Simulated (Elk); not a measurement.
# Magnetic state of AlNi3 from several starts, part 2 of 2

Wanted: the moments of AlNi3 and the energy of each order that was tried.

Elk 11.2.3 (patched build); PBE; all-electron APW+lo, Dirac cores, scalar-relativistic bands.

So far. Step 2 (Start 1: ferro +++): After 18 cycles the largest moment stands at 0.251 μB.

## Step 3: Start 2: antiferro q=(0,0,1/2) +-+-+-

Reversing part of the moments tests the sign of the couplings between them.

This order needs a doubled cell of 8 atoms. Its mesh is chosen so that both cells sample the same points.

elk.in

```
tasks
  0

xctype
  20

rgkmax
  7.0

nempty
  8

swidth
  0.001837

reducebf
  0.5

epsengy
  1e-05

maxscl
  100

lmaxi
  3

spinpol
  .true.

sppath
  './'

avec
  6.65760855553 0.00000000000 0.00000000000
  0.00000000000 6.65760855553 0.00000000000
  0.00000000000 0.00000000000 13.31521711106

atoms
  2
  'Al.in'
  2
  0.0000000000 0.0000000000 0.0000000000   0.000000 0.000000 0.000000
  0.0000000000 0.0000000000 0.5000000000   0.000000 0.000000 0.000000
  'Ni.in'
  6
  0.0000000000 0.5000000000 0.2500000000   0.000000 0.000000 -0.050000
  0.0000000000 0.5000000000 0.7500000000   0.000000 0.000000 0.050000
  0.5000000000 0.0000000000 0.2500000000   0.000000 0.000000 -0.050000
  0.5000000000 0.0000000000 0.7500000000   0.000000 0.000000 0.050000
  0.5000000000 0.5000000000 0.0000000000   0.000000 0.000000 -0.050000
  0.5000000000 0.5000000000 0.5000000000   0.000000 0.000000 0.050000

ngridk
  10 10 5
```

Command:

```console
> OMP_NUM_THREADS=4 elk
```

Numbers of over 12 decimals in the logs are rounded to 6 here.

What it wrote:

```text
Warning(init1): few empty states an atom for a second variation :    8.000000000
 they are its basis, with spin, DFT+U, afieldc (12 by default), in Hartree-Fock and RDMFT; 30 and more for pressures
Info(gndstate): no moment of its own; a second start begins; STATE.OUT holds the state before
Info(gndstate): the second start gave no lower state; one of another order, or behind a
 stronger field, isn't excluded
Warning(gndstate): core states of species 1 leak from the muffin-tin :   0.4845711998E-03
Warning(gndstate): core states of species 2 leak from the muffin-tin :   0.4139250950E-03

--- INFO.OUT ---
┌─────────────────────────┐
│ Elk code version 11.2.3 │
└─────────────────────────┘

All units are atomic (Hartree, Bohr, etc.)

┌─────────────────────────────────────────────────┐
│ Ground-state run starting from atomic densities │
└─────────────────────────────────────────────────┘

Lattice vectors :
   6.657608556       0.000000000       0.000000000
   0.000000000       6.657608556       0.000000000
   0.000000000       0.000000000       13.31521711

Species : 1 (Al)
 parameters loaded from : Al.in
 name : aluminium
 nuclear charge    :   -13.00000000
 electronic charge :    13.00000000
 atomic mass :    49184.33496
 muffin-tin radius :    2.200000000
 number of radial points in muffin-tin :    793
 inner part over the whole radius :   0.9821194981E-02
 number on inner part of muffin-tin    :    552
 approximate nuclear radius :   0.5839653600E-04
 number of mesh points to nuclear radius :    244
 atomic positions (lattice), magnetic fields (Cartesian) :
  1 :   0.00000000  0.00000000  0.00000000    0.00000000  0.00000000  0.00000000
  2 :   0.00000000  0.00000000  0.50000000    0.00000000  0.00000000  0.00000000

Species : 2 (Ni)
 parameters loaded from : Ni.in
 name : nickel
 nuclear charge    :   -28.00000000
 electronic charge :    28.00000000
 atomic mass :    106991.5231
 muffin-tin radius :    2.328820078
 number of radial points in muffin-tin :    993
 inner part over the whole radius :   0.9875947638E-02
 number on inner part of muffin-tin    :    700
 approximate nuclear radius :   0.7325707712E-04
 number of mesh points to nuclear radius :    335
 atomic positions (lattice), magnetic fields (Cartesian) :
  1 :   0.00000000  0.50000000  0.25000000    0.00000000  0.00000000 -0.05000000
  2 :   0.00000000  0.50000000  0.75000000    0.00000000  0.00000000  0.05000000
  3 :   0.50000000  0.00000000  0.25000000    0.00000000  0.00000000 -0.05000000
  4 :   0.50000000  0.00000000  0.75000000    0.00000000  0.00000000  0.05000000
  5 :   0.50000000  0.50000000  0.00000000    0.00000000  0.00000000 -0.05000000
  6 :   0.50000000  0.50000000  0.50000000    0.00000000  0.00000000  0.05000000

Total number of atoms per unit cell :    8
Total muffin-tin volume :    406.6342575
 ratio of muffin-tin to unit cell volume :   0.6889999626

Spin treatment :
 spin-polarised
 global magnetic field (Cartesian) :    0.000000000       0.000000000       0.000000000
 collinear magnetisation in z-direction

Number of Bravais lattice symmetries :   16
Number of crystal symmetries         :   16
Crystal has no inversion symmetry
Complex Hermitian eigensolver will be used

k-point grid :     10    10     5
k-point offset :    0.000000000       0.000000000       0.000000000
k-point set is reduced with full crystal symmetry group
Total number of k-points :      105

Muffin-tin radius times maximum |G+k| :    7.000000000
 using average radius
Maximum |G+k| for APW functions       :    3.047963991
Maximum (1/2)|G+k|²                   :    4.645042246
Maximum |G| for potential and density :    12.00000000
Constant for pseudocharge density :    7
 order of it for each species :   14  14
 order of it for pair densities of each species (exact exchange by exxq0 0: 14) :    9  10
Radial integration step length :    1

G-vector grid sizes :     27    27    54
Number of G-vectors :    17243

Maximum angular momentum used for
 APW functions            :    8
 outer part of muffin-tin :    6
 inner part of muffin-tin :    3

Number of empty states         :     64
Total number of valence states :    244
Total number of core states    :     80

Third-order local-orbitals added for an l without core states : T
Total number of local-orbitals :    152

Exchange-correlation functional :     20     0     0
 Perdew-Burke-Ernzerhof, Phys. Rev. Lett. 77, 3865 (1996)
 gradient requirement :    1
 generalised gradient approximation (GGA)

Smearing type :    3
 Fermi-Dirac
Smearing width :   0.1837000000E-02
Effective electronic temperature (K) :    580.0787206

Mixing type :    3
 Broyden mixing, J. Phys. A: Math. Gen. 17, L317 (1984)

Kohn-Sham potential initialised from atomic data

┌──────────────────────────────┐
│ Self-consistent loop started │
└──────────────────────────────┘

┌─────────────────┐
│ Loop number : 1 │
└─────────────────┘

Energies :
 Fermi                       :     0.215382
 sum of occupied eigenvalues :     -5514.7405227650
 electron kinetic            :      9755.6726662932
 core electron kinetic       :      8681.1075296858
 Coulomb                     :     -18948.185245339
 Coulomb potential           :     -14707.370452470
 nuclear-nuclear             :     -1677.0639420167
 electron-nuclear            :     -19897.994259077
 Hartree                     :      2626.8729557548
 Madelung                    :     -11594.500019104
 xc potential                :     -562.66178631556
 xc effective B-field        :    -0.145093
 external B-field            :      0.000000
 exchange                    :     -409.98506691184
 correlation                 :     -9.102521
 electron entropic           :    -0.25925745320544E-02
 total energy                :     -9611.6027593440
 (external B-field energy excluded from total)

Density of states at Fermi energy :    228.1825158
 (states/Hartree/unit cell)

Estimated indirect band gap :   0.1408405300E-03
 from k-point 48 to k-point 13
Estimated direct band gap   :   0.2447572907E-02
 at k-point 7

Charges :
 core                        :    80.00000000
 valence                     :    114.0000000
 interstitial                :    7.235420055
 muffin-tins (core leakage)
  species : 1 (Al)
   atom 1                    :    11.37288024     (  0.5161991732E-03)
   atom 2                    :    11.37288024     (  0.5161991732E-03)
  species : 2 (Ni)
   atom 1                    :    27.32412781     (  0.4140243279E-03)
   atom 2                    :    27.32412781     (  0.4140243279E-03)
   atom 3                    :    27.32412781     (  0.4140243279E-03)
   atom 4                    :    27.32412781     (  0.4140243279E-03)
   atom 5                    :    27.36115412     (  0.4140243279E-03)
   atom 6                    :    27.36115412     (  0.4140243279E-03)
 total in muffin-tins        :    186.7645799
 total calculated charge     :    193.9952270
 total charge                :    194.0000000
 error                       :   0.4772977628E-02

Moments :
 interstitial                :  -0.3485840902E-14
 muffin-tins
  species : 1 (Al)
   atom 1                    :  -0.1917904073E-01
   atom 2                    :   0.1917904073E-01
  species : 2 (Ni)
   atom 1                    :   0.9985355216
   atom 2                    :  -0.9985355216
   atom 3                    :   0.9985355216
   atom 4                    :  -0.9985355216
   atom 5                    :   0.9894806133
   atom 6                    :  -0.9894806133
 total in muffin-tins        :   0.4440892099E-15
 total moment                :  -0.3041751692E-14

[... earlier loops left out ...]

┌──────────────────┐
│ Loop number : 51 │
└──────────────────┘

Energies :
 Fermi                       :     0.307338
 sum of occupied eigenvalues :     -5492.9107235394
 electron kinetic            :      9757.6462637534
 core electron kinetic       :      8681.2582508494
 Coulomb                     :     -18949.218527387
 Coulomb potential           :     -14706.312059451
 nuclear-nuclear             :     -1677.0639420167
 electron-nuclear            :     -19901.283886875
 Hartree                     :      2629.1293015050
 Madelung                    :     -11596.062497661
 xc potential                :     -544.24492784191
 xc effective B-field        :    -0.70092464731214E-11
 external B-field            :      0.000000
 exchange                    :     -410.05985305315
 correlation                 :     -9.106184
 electron entropic           :    -0.31002044305106E-02
 total energy                :     -9610.7414005467
 (external B-field energy excluded from total)

Density of states at Fermi energy :    285.0416524
 (states/Hartree/unit cell)

Estimated indirect band gap :   0.5801971512E-03
 from k-point 72 to k-point 75
Estimated direct band gap   :   0.1448761674E-02
 at k-point 55

Charges :
 core                        :    80.00000000
 valence                     :    114.0000000
 interstitial                :    7.123347919
 muffin-tins (core leakage)
  species : 1 (Al)
   atom 1                    :    11.41288107     (  0.4845711998E-03)
   atom 2                    :    11.41288107     (  0.4845711998E-03)
  species : 2 (Ni)
   atom 1                    :    27.34179281     (  0.4139250950E-03)
   atom 2                    :    27.34179281     (  0.4139250950E-03)
   atom 3                    :    27.34179281     (  0.4139250950E-03)
   atom 4                    :    27.34179281     (  0.4139250950E-03)
   atom 5                    :    27.34185936     (  0.4139234705E-03)
   atom 6                    :    27.34185936     (  0.4139234705E-03)
 total in muffin-tins        :    186.8766521
 total calculated charge     :    193.9953041
 total charge                :    194.0000000
 error                       :   0.4695892707E-02

Moments :
 interstitial                :   0.8215637694E-20
 muffin-tins
  species : 1 (Al)
   atom 1                    :   0.1910919879E-06
   atom 2                    :  -0.1910919879E-06
  species : 2 (Ni)
   atom 1                    :   0.4391594266E-05
   atom 2                    :  -0.4391594266E-05
   atom 3                    :   0.4391594266E-05
   atom 4                    :  -0.4391594266E-05
   atom 5                    :  -0.6440158600E-05
   atom 6                    :   0.6440158600E-05
 total in muffin-tins        :  -0.8470329473E-21
 total moment                :   0.7368604747E-20

┌──────────────────────────────┐
│ Self-consistent loop stopped │
└──────────────────────────────┘

Warning : core states of species 1 leak from the muffin-tin :   0.4845711998E-03

Warning : core states of species 2 leak from the muffin-tin :   0.4139250950E-03

Wrote STATE.OUT
```

The job ended after 68 min (4 threads of Arm Neoverse V2, shared host; peak memory 0.8 GiB).

The moments died away, and this build then starts once more from a stronger push, within the same count of loops. That gave no lower state.

The spin moment in the muffin-tin sphere vanishes on all atoms.

This step gave:

```
final state : non-magnetic
```

It lies 2.99 meV a seeded atom over the first start.

## Step 4: Start 3: no spin polarisation

A run without seeds gives the energy of the state without moments.

elk.in

```
tasks
  0

xctype
  20

rgkmax
  7.0

nempty
  8

swidth
  0.001837

epsengy
  1e-05

maxscl
  100

lmaxi
  3

sppath
  './'

avec
  6.65760855553 0.00000000000 0.00000000000
  0.00000000000 6.65760855553 0.00000000000
  0.00000000000 0.00000000000 6.65760855553

atoms
  2
  'Al.in'
  1
  0.0000000000 0.0000000000 0.0000000000   0.000000 0.000000 0.000000
  'Ni.in'
  3
  0.0000000000 0.5000000000 0.5000000000   0.000000 0.000000 0.000000
  0.5000000000 0.0000000000 0.5000000000   0.000000 0.000000 0.000000
  0.5000000000 0.5000000000 0.0000000000   0.000000 0.000000 0.000000

ngridk
  10 10 10
```

Command:

```console
> OMP_NUM_THREADS=4 elk
```

What it wrote:

```text
Warning(gndstate): core states of species 1 leak from the muffin-tin :   0.4845715069E-03
Warning(gndstate): core states of species 2 leak from the muffin-tin :   0.4139229281E-03

--- INFO.OUT ---
┌─────────────────────────┐
│ Elk code version 11.2.3 │
└─────────────────────────┘

All units are atomic (Hartree, Bohr, etc.)

┌─────────────────────────────────────────────────┐
│ Ground-state run starting from atomic densities │
└─────────────────────────────────────────────────┘

Lattice vectors :
[...]
atom 2                    :    27.34179905     (  0.4139229281E-03)
   atom 3                    :    27.34179905     (  0.4139229281E-03)
 total in muffin-tins        :    93.43828558
 total calculated charge     :    96.99750648
 total charge                :    97.00000000
 error                       :   0.2493523311E-02

┌──────────────────────────────┐
│ Self-consistent loop stopped │
└──────────────────────────────┘

Warning : core states of species 1 leak from the muffin-tin :   0.4845715069E-03

Warning : core states of species 2 leak from the muffin-tin :   0.4139229281E-03

Wrote STATE.OUT

[key lines of the parts left out:]
total energy                :     -4805.3707023918
```

The job ended after 17 s (4 threads; peak memory 0.15 GiB).

Numbers from this step:

```
density of states at the Fermi level : 5.238 states/eV/cell
final state                          : non-magnetic (no spin polarisation)
```

It lies 2.97 meV a seeded atom over the first start.

## Step 5: The states side by side

These are free energies at a smearing of 0.05 eV, so its entropy term is in the differences. They are divided by the number of seeded atoms, so that cells of unlike size compare. Wavevectors q in the names are fractions of the reciprocal vectors of the first run's cell.

Orders:

```tsv
start	final state	typed order kept	energy over the lowest (meV a seeded atom)	largest sphere moment (μB)	net moment (μB a primitive cell)	DOS at the Fermi level (states/eV a primitive cell)	mesh matched	CPU time (s)
ferro +++	ferromagnetic	yes	0	0.2511	0.6939	3.353	yes	584.4
antiferro q=(0,0,1/2) +-+-+-	non-magnetic	no	2.988	0	0	5.238	yes	15966
no spin polarisation	non-magnetic	-	2.969	0	0	5.238	yes	65
```

## Step 6: What came out

| Property | Result |
| --- | --- |
| lowest state found | ferromagnetic (typed ferro +++) |
| largest site moment | 0.251 μB |
| next state | non-magnetic, 2.97 meV a seeded atom higher |
| energy gained by spin polarisation | 2.97 meV a seeded atom |

The lowest state found is ferromagnetic, reached from the start ferro +++, with moments up to 0.251 μB. The two lowest states lie so close that the mesh, the functional or spin–orbit coupling could swap them. Spin polarisation gains little. 1 start left the typed pattern (a sign turned or a seeded moment died), so such an energy belongs to the state reached, not the one typed. Only 3 starts are shown; other collinear patterns, canted and longer-period orders are not.

[Logs and program files are shortened in this print: banners, set-up blocks, solver, clock and traceback lines can be left out without a mark of their own.]

[Logs are printed without paths, hosts, clocks, repeated set-up lines and the standing remarks that a program may print on its own settings, such as how far it seeks lower states.]

[Hosts, paths, dates, database ids (printed as entryN), source tags and the programs' standing remarks are cut or masked in the printed files.]

[Where a cell is said to come from a database of computed structures, the database is the Materials Project.]
